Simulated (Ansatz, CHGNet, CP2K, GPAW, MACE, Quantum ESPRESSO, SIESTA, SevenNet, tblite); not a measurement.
**CP2K on twisted Ti2CO2 MXene bilayer, 38.21° (70 atoms): settings against a plane-wave reference**

How do the settings of CP2K change the result for twisted Ti2CO2 MXene bilayer, 38.21° (70 atoms)? A plane-wave run serves as the yardstick.

Calculated with CP2K 2026.2; the method is named at each step.

## (1) The structure

The cell holds 70 atoms: 14 C, 28 Ti and 28 O. Its edges and angles: a = 8.017 Å, b = 8.017 Å, c = 23.800 Å, α = 90.0°, β = 90.0°, γ = 120.0°. It derives from Ti2CO2 (Ti2CO2 MXene). Ti2CO2 MXene (a = 3.03 Å) under Ti2CO2 MXene (a = 3.03 Å), bilayer, commensurate cell of 7 unit cells a layer, twist 38.21 deg; facing planes 2.92 Å apart; 12 Å of vacuum; layers as built, displaced by a Gaussian of 0.01 Å. Then every atom was moved at random, 0.03 Å r.m.s. a Cartesian component. Regions: layer 1, 35 atoms (7 C, 14 Ti and 14 O); layer 2, 35 atoms (7 C, 14 Ti and 14 O). Vacuum lies along c.

The yardstick, on the same geometry:

| Property | Result |
| --- | --- |
| method | Kohn-Sham DFT, PBE, PAW, plane waves (Ansatz 0.2.0); cutoff 420 eV, Γ point, fermi-dirac smearing of 0.05 eV; PAW set soft_2 |
| r.m.s. force component | 0.4749 eV/Å |
| longest force | 1.655 eV/Å |
| spacing of highest filled and lowest empty level | 0.398 eV |
| SCF cycles | 11 |
| time | 22 s on 4 threads of Arm Neoverse V1, shared host |
| CPU time | 85 s |

## (2) PBE, DZVP-MOLOPT-SR, 800/50 Ry, diagonalisation

Method: Kohn-Sham DFT, PBE, GTH-PBE pseudopotentials, Gaussian and plane waves, DZVP-MOLOPT-SR-GTH, diagonalisation.

The input, input.inp:

```
&GLOBAL
  PROJECT cell
  RUN_TYPE ENERGY_FORCE
  PRINT_LEVEL LOW
&END GLOBAL
&FORCE_EVAL
  METHOD QS
  &DFT
    BASIS_SET_FILE_NAME BASIS_MOLOPT
    POTENTIAL_FILE_NAME GTH_POTENTIALS
    &MGRID
      CUTOFF 800
      REL_CUTOFF 50
      NGRIDS 5
    &END MGRID
    &QS
      EPS_DEFAULT 1.0E-12
    &END QS
    &SCF
      SCF_GUESS ATOMIC
      EPS_SCF 5.0E-06
      MAX_SCF 200
      ADDED_MOS 45
      &DIAGONALIZATION
        ALGORITHM STANDARD
      &END DIAGONALIZATION
      &SMEAR ON
        METHOD FERMI_DIRAC
        ELECTRONIC_TEMPERATURE [K] 580
      &END SMEAR
      &MIXING
        METHOD BROYDEN_MIXING
        ALPHA 0.2
        NBROYDEN 12
        BETA 0.05
      &END MIXING
      &PRINT
        &RESTART OFF
        &END RESTART
      &END PRINT
    &END SCF
    &XC
      &XC_FUNCTIONAL PBE
      &END XC_FUNCTIONAL
    &END XC
    &PRINT
      &MULLIKEN ON
      &END MULLIKEN
      &HIRSHFELD ON
        SHAPE_FUNCTION DENSITY
      &END HIRSHFELD
      &MO ON
        EIGENVALUES T
        OCCUPATION_NUMBERS T
        MO_INDEX_RANGE 269 292
        &EACH
          QS_SCF 0
        &END EACH
        ADD_LAST NUMERIC
      &END MO
    &END PRINT
  &END DFT
  &SUBSYS
    &CELL
      A 8.01660 0.00000 0.00000
      B -4.00830 6.94258 0.00000
      C 0.00000 0.00000 23.80000
    &END CELL
    &TOPOLOGY
      COORD_FILE_NAME structure.xyz
      COORD_FILE_FORMAT XYZ
    &END TOPOLOGY
    &KIND C
      BASIS_SET DZVP-MOLOPT-SR-GTH-q4
      POTENTIAL GTH-PBE-q4
    &END KIND
    &KIND Ti
      BASIS_SET DZVP-MOLOPT-SR-GTH-q12
      POTENTIAL GTH-PBE-q12
    &END KIND
    &KIND O
      BASIS_SET DZVP-MOLOPT-SR-GTH-q6
      POTENTIAL GTH-PBE-q6
    &END KIND
  &END SUBSYS
  &PRINT
    &FORCES ON
    &END FORCES
  &END PRINT
&END FORCE_EVAL
```

The input, structure.xyz:

```xyz
70

C -3.99688 6.94001 8.22028
Ti 0.57030 1.65164 9.54713
Ti 1.75724 0.29242 6.92413
O 1.72934 0.36810 10.43273
O 0.56092 1.65900 5.96880
C -0.55222 2.93525 8.20386
Ti -0.00685 4.65646 9.57807
Ti 1.15078 3.31300 6.88962
O 1.15162 3.25697 10.38703
O 0.04541 4.67798 5.96785
C -1.15114 5.96263 8.19315
Ti 3.42245 0.67260 9.59854
Ti 0.54421 6.28838 6.92509
O 0.53739 6.27880 10.45463
O 3.45407 0.66892 5.96476
C 2.30225 1.92261 8.27336
Ti 2.89235 3.70713 9.53285
Ti 4.00998 2.28827 6.96745
O 4.01940 2.26168 10.40917
O 2.84393 3.67144 6.03187
C 1.69836 5.00442 8.23004
Ti 2.30858 6.58650 9.51119
Ti 3.43599 5.32524 6.89914
O 3.50361 5.33864 10.38822
O 2.27010 6.59899 6.01212
C 5.21091 0.97758 8.23908
Ti 5.70064 2.61950 9.57284
Ti 6.91159 1.28979 6.92128
O 6.88017 1.30312 10.43630
O 5.72377 2.64429 6.00165
C 4.60169 3.96255 8.22028
Ti -2.88409 5.59954 9.52071
Ti -1.68192 4.31391 6.90581
O -1.68204 4.27996 10.45796
O -2.87700 5.53615 5.97523
C 5.77051 3.88576 15.58733
Ti 4.65628 2.55431 16.84635
Ti 4.07003 4.17041 14.27810
O 4.05119 4.20623 17.78860
O 4.66807 2.58903 13.32871
C 3.43315 5.83031 15.59352
Ti 2.29808 4.54163 16.85992
Ti 1.75010 6.21569 14.29737
O 1.75824 6.22881 17.85119
O 2.33536 4.51608 13.34799
C 2.95989 2.87728 15.56710
Ti 1.75419 1.54209 16.89372
Ti 1.17832 3.25433 14.24168
O 1.23408 3.24455 17.80073
O 1.74501 1.64616 13.40107
C 5.20057 0.89261 15.54307
Ti 0.07091 6.54637 16.89729
Ti 3.51985 1.20801 14.25525
O 3.48349 1.15948 17.78288
O 0.00313 6.50686 13.31872
C 0.60950 4.87022 15.57758
[... 10 atom lines left out ...]
Ti -2.83435 5.54157 16.90062
Ti 0.65852 0.30415 14.30261
O 0.59030 0.18446 17.81882
O -2.82457 5.46881 13.36632
```

Run with:

```bash
> OMP_NUM_THREADS=2 cp2k.psmp -i input.inp > output.txt
```

Numbers of over 12 decimals in the logs are rounded to 6 here.

Output:

```text
CP2K| version string:                                       CP2K version 2026.2
 CP2K| Input file name                                                 input.inp
 GLOBAL| Basis set file name                                        BASIS_MOLOPT
 GLOBAL| Potential file name                                      GTH_POTENTIALS
 GLOBAL| Run type                                                   ENERGY_FORCE
 GLOBAL| Total number of message passing processes                             1
 GLOBAL| Number of threads for this process                                    2
 TOTAL NUMBERS AND MAXIMUM NUMBERS
  Total number of            - Atomic kinds:                                   3
                             - Atoms:                                         70
                             - Shell sets:                                    70
                             - Shells:                                       434
                             - Primitive Cartesian functions:                378
                             - Cartesian basis functions:                   1456
                             - Spherical basis functions:                   1274
  Maximum angular momentum of- Orbital basis functions:                        3
                             - Local part of the GTH pseudopotential:          2
                             - Non-local part of the GTH pseudopotential:      3
 SCF PARAMETERS         Density guess:                                    ATOMIC
                        max_scf:                                             200
                        eps_scf:                                        5.00E-06
                        added MOs                                        45    0
                        Mixing method:                            BROYDEN_MIXING
                                                charge density mixing in g-space
                        Smear method:                                FERMI_DIRAC
                        Electronic temperature [K]:                        580.0
                        Electronic temperature [a.u.]:                  1.84E-03
                        Accuracy threshold:                             1.00E-10
 Extrapolation method: initial_guess
 Number of electrons:                                                        560
 Number of occupied orbitals:                                                280
 Number of molecular orbitals:                                               325
 Number of orbital functions:                                               1274
 Number of independent orbital functions:                                   1274
 SCF WAVEFUNCTION OPTIMIZATION
  Step     Update method      Time    Convergence         Total energy    Change
     1 NoMix/Diag. 0.20E+00   10.6     1.92364040     -2168.9172320681 -2.17E+03
     2 Broy./Diag. 0.20E+00   16.2     0.33913425     -2153.7385939634  1.52E+01
     3 Broy./Diag. 0.20E+00   16.6     0.09361120     -2159.5708064400 -5.83E+00
     4 Broy./Diag. 0.20E+00   16.4     0.25467405     -2158.7244054185  8.46E-01
[...]
22 Broy./Diag. 0.20E+00   17.6     0.00000558     -2161.3386374042 -7.48E-05
    23 Broy./Diag. 0.20E+00   17.6     0.00000276     -2161.3384022201  2.35E-04
  *** SCF run converged in    23 steps ***
  Electronic density on regular grids:       -559.9999999994        0.0000000006
  Core density on regular grids:              559.9999999998       -0.0000000002
  Total charge density on r-space grids:        0.0000000003
  Total charge density g-space grids:           0.0000000003
  Overlap energy of the core charge distribution:               1.66e-12
  Self energy of the core charge distribution:              -4342.598121
  Core Hamiltonian energy:                                   1144.534164
  Hartree energy:                                            1364.855524
  Exchange-correlation energy:                               -328.128718
  Electronic entropic energy:                                  -0.00125112
  Fermi energy:                                                 0.109553
  Total energy:                                             -2161.338402
  Total energy (extrapolated to T->0):                      -2161.337777
 MO| EIGENVALUES AND OCCUPATION NUMBERS
 MO|
 MO|  Index      Eigenvalue [a.u.]        Eigenvalue [eV]             Occupation
 MO|    269               0.026528               0.721851               2.000000
 MO|    270               0.026706               0.726714               2.000000
 MO|    271               0.028088               0.764312               2.000000
[...]
MO|    291               0.128560               3.498294               0.000064
 MO|    292               0.129454               3.522631               0.000039
 MO| Sum:                                                             560.000000
 MO| E(Fermi):            0.109553 a.u.          2.981085 eV
 !-----------------------------------------------------------------------------!
                     Mulliken Population Analysis
 #  Atom  Element  Kind  Atomic population                           Net charge
       1     C        1          4.244958                             -0.244958
       2     Ti       2         11.378078                              0.621922
       3     Ti       2         11.349245                              0.650755
[...]
69     O        3          6.533530                             -0.533530
      70     O        3          6.540021                             -0.540021
 # Total charge                            560.000000                  0.000000
 !-----------------------------------------------------------------------------!
 !-----------------------------------------------------------------------------!
                           Hirshfeld Charges
  #Atom  Element  Kind  Ref Charge     Population                    Net charge
      1       C      1       4.000          4.340                        -0.340
      2       Ti     2      12.000         11.572                         0.428
      3       Ti     2      12.000         11.570                         0.430
[...]
69       O      3       6.000          6.259                        -0.259
     70       O      3       6.000          6.267                        -0.267
  Total Charge                                                           -0.000
 !-----------------------------------------------------------------------------!
 ENERGY| Total FORCE_EVAL ( QS ) energy [hartree]          -2161.338301
 FORCES| Atomic forces [hartree/bohr]
 FORCES|   Atom     x               y               z               |f|
 FORCES|      1  3.90354090E-03 -1.06748712E-02 -3.47243786E-03   1.18847941E-02
 FORCES|      2 -6.72846111E-03  8.95383522E-03 -1.63091666E-02   1.97846473E-02
 FORCES|      3 -2.90247666E-03  1.17679226E-02  5.13649810E-03   1.31640414E-02
[...]
FORCES|     69  4.70947521E-03  6.19524951E-03 -2.95038391E-03   8.32256201E-03
 FORCES|     70  3.91791651E-03  1.17731186E-02 -9.30609882E-04   1.24427660E-02
 FORCES| Sum     9.13659628E-05  6.02674248E-05  2.97024036E-03
 FORCES| Total atomic force                                       2.97225633E-03
```

The job ended after 7.3 min (2 threads of Arm Neoverse V1, shared host; peak memory 6.7 GiB; 13 min of CPU time).

Banners, paths, timers and routine set-up lines are dropped from the logs unmarked, and long logs keep their key lines alone; longer cuts are marked.

Numbers from this run, and their distance from the reference:

```
r.m.s. force component                  : 0.4848 eV/Å
r.m.s. difference of force components   : 18.18 meV/Å
longest difference of force vectors     : 63.19 meV/Å
force difference over r.m.s. force      : 3.827 %
slope of forces against the reference's : 1.02
correlation of force components         : 0.9995
```

Length of the force difference by element (eV/Å):

| element | atoms | mean | most |
| --- | --- | --- | --- |
| C | 14 | 0.019 | 0.030 |
| O | 28 | 0.018 | 0.048 |
| Ti | 28 | 0.041 | 0.063 |

Local excerpt of 13 atoms (numbers count through the whole input) about O24, which bears the longest force; x, y, z are measured from there.

| atom | x | y | z | distance (Å) | bonds | Hirshfeld charge (e) | Fx | Fy | Fz (eV/Å) |
| --- | --- | --- | --- | --- | --- | --- | --- | --- | --- |
| O24 | 0.00 | 0.00 | 0.00 | 0.00 | 3 | -0.25 | -0.55 | -0.70 | 1.45 |
| Ti32 | 1.63 | 0.26 | -0.87 | 1.86 | 6 | 0.43 | 0.71 | 0.26 | -0.94 |
| Ti22 | -1.20 | 1.25 | -0.88 | 1.94 | 6 | 0.42 | -0.68 | 1.16 | -0.91 |
| Ti17 | -0.61 | -1.63 | -0.86 | 1.94 | 6 | 0.44 | -0.69 | -0.67 | -1.26 |
| C1 | 0.52 | 1.60 | -2.17 | 2.74 | 6 | -0.34 | 0.20 | -0.55 | -0.18 |
| C31 | 1.10 | -1.38 | -2.17 | 2.79 | 6 | -0.33 | -0.15 | -0.03 | 0.79 |
| C21 | -1.81 | -0.33 | -2.16 | 2.83 | 6 | -0.34 | 0.47 | -0.87 | 0.57 |
| O29 | -0.63 | 2.91 | 0.05 | 2.98 | 3 | -0.27 | -0.09 | 0.07 | 0.45 |
| O4 | 2.23 | 1.97 | 0.04 | 2.98 | 3 | -0.27 | 0.11 | -0.74 | 0.59 |
| O34 | 2.83 | -1.06 | 0.07 | 3.02 | 3 | -0.27 | -0.17 | 0.23 | 0.10 |
| O14 | -2.97 | 0.94 | 0.07 | 3.11 | 3 | -0.26 | 0.41 | -0.34 | 0.26 |
| O19 | 0.52 | -3.08 | 0.02 | 3.12 | 3 | -0.26 | -0.13 | 0.69 | 1.12 |
| O9 | -2.35 | -2.08 | 0.00 | 3.14 | 3 | -0.27 | 0.24 | 0.77 | 0.87 |

Forces lie 3.8 % from the reference's, at 9.3 times its CPU time (on 2 against 4 cores).

## (3) PBE, DZVP-MOLOPT-SR, 560/50 Ry, diagonalisation

Method: Kohn-Sham DFT, PBE, GTH-PBE pseudopotentials, Gaussian and plane waves, DZVP-MOLOPT-SR-GTH, diagonalisation.

Edit input.inp of step 2 so:

```diff
@@ -11,5 +11,4 @@
     &MGRID
-      CUTOFF 800
+      CUTOFF 560
       REL_CUTOFF 50
-      NGRIDS 5
     &END MGRID
@@ -68,6 +67,30 @@
     &END CELL
-    &TOPOLOGY
-      COORD_FILE_NAME structure.xyz
-      COORD_FILE_FORMAT XYZ
-    &END TOPOLOGY
+    &COORD
+      SCALED
+      C 0.00124 0.99963 0.34539
+      Ti 0.19009 0.23790 0.40114
+      Ti 0.24026 0.04212 0.29093
+      O 0.24223 0.05302 0.43835
+      O 0.18945 0.23896 0.25079
+      C 0.14251 0.42279 0.34470
+      Ti 0.33450 0.67071 0.40244
+      Ti 0.38215 0.47720 0.28948
+      O 0.37822 0.46913 0.43643
+      O 0.34257 0.67381 0.25075
+      C 0.28583 0.85885 0.34425
+      Ti 0.47536 0.09688 0.40330
+      Ti 0.52077 0.90577 0.29097
+      O 0.51923 0.90439 0.43927
+      O 0.47904 0.09635 0.25062
+      C 0.42565 0.27693 0.34762
+      Ti 0.62778 0.53397 0.40054
+      Ti 0.66501 0.32960 0.29275
+      O 0.66427 0.32577 0.43736
+      O 0.61917 0.52883 0.25344
+[... 46 atom lines left out ...]
+      Ti 0.04554 0.79820 0.71011
+      Ti 0.10405 0.04381 0.60095
+      O 0.08692 0.02657 0.74869
+      O 0.04152 0.78772 0.56161
+    &END COORD
     &KIND C
```

Run with:

```bash
> OMP_NUM_THREADS=1 mpirun -np 4 cp2k.psmp -i input.inp > output.txt
```

Output:

```text
CP2K| version string:                                       CP2K version 2026.2
 CP2K| Input file name                                                 input.inp
 GLOBAL| Basis set file name                                        BASIS_MOLOPT
 GLOBAL| Potential file name                                      GTH_POTENTIALS
 GLOBAL| Run type                                                   ENERGY_FORCE
 GLOBAL| Total number of message passing processes                             4
 GLOBAL| Number of threads for this process                                    1
 TOTAL NUMBERS AND MAXIMUM NUMBERS
  Total number of            - Atomic kinds:                                   3
                             - Atoms:                                         70
[... lines left out ...]
                        Smear method:                                FERMI_DIRAC
[... lines left out ...]
 Number of electrons:                                                        560
[... lines left out ...]
  Step     Update method      Time    Convergence         Total energy    Change
[... lines left out ...]
  *** SCF run converged in    23 steps ***
[... lines left out ...]
  Fermi energy:                                                 0.109553
  Total energy:                                             -2161.338614
  Total energy (extrapolated to T->0):                      -2161.337988
[... lines left out ...]
 MO| E(Fermi):            0.109553 a.u.          2.981086 eV
[... lines left out ...]
       2     Ti       2         11.378064                              0.621936
       3     Ti       2         11.349217                              0.650783
[...]
69     O        3          6.533539                             -0.533539
      70     O        3          6.540059                             -0.540059
 # Total charge                            560.000000                  0.000000
 !-----------------------------------------------------------------------------!
 !-----------------------------------------------------------------------------!
                           Hirshfeld Charges
  #Atom  Element  Kind  Ref Charge     Population                    Net charge
      1       C      1       4.000          4.340                        -0.340
      2       Ti     2      12.000         11.572                         0.428
      3       Ti     2      12.000         11.570                         0.430
[...]
69       O      3       6.000          6.259                        -0.259
     70       O      3       6.000          6.267                        -0.267
  Total Charge                                                           -0.000
 !-----------------------------------------------------------------------------!
 ENERGY| Total FORCE_EVAL ( QS ) energy [hartree]          -2161.338513
 FORCES| Atomic forces [hartree/bohr]
 FORCES|   Atom     x               y               z               |f|
 FORCES|      1  3.89648541E-03 -1.06743367E-02 -3.49350788E-03   1.18881731E-02
 FORCES|      2 -6.73571040E-03  8.96819181E-03 -1.62396520E-02   1.97363765E-02
 FORCES|      3 -2.87868287E-03  1.17633323E-02  5.02065212E-03   1.31099103E-02
[...]
FORCES|     69  4.33349379E-03  5.99628922E-03 -2.36460626E-03   7.76698240E-03
 FORCES|     70  3.88633084E-03  1.18692262E-02 -1.78916708E-03   1.26167831E-02
 FORCES| Sum    -2.89100027E-04 -7.52056138E-04 -7.13567640E-03
 FORCES| Total atomic force                                       7.18101977E-03
```

Run time: 3.5 min. Hardware: 4 MPI ranks; peak memory 5.7 GiB; 14 min of CPU time.

Compared with the plane-wave run:

* r.m.s. force component: 0.4829 eV/Å
* r.m.s. difference of force components: 24.57 meV/Å
* longest difference of force vectors: 73.69 meV/Å
* force difference over r.m.s. force: 5.173 %
* slope of forces against the reference's: 1.016
* correlation of force components: 0.9988
* energy less the same-level run's: -0.0822 meV/atom
* r.m.s. force difference from the same-level run: 20.54 meV/Å

Against the first run (3.8 %), the force difference from the reference is 5.2 %, at 1.0 times the CPU time (on 4 against 2 cores): the grid matters here.

(Part 1 of 2 ends here.)

[Also dropped from logs without a mark: logging warnings of Python, and SIESTA's first energy breakdown and zero terms.]

[Logs are printed without paths, hosts, clocks, repeated set-up lines and the standing remarks that a program may print on its own settings, such as how far it seeks lower states.]

[Hosts, paths, dates, database ids (printed as entryN), source tags and the programs' standing remarks are cut or masked in the printed files.]
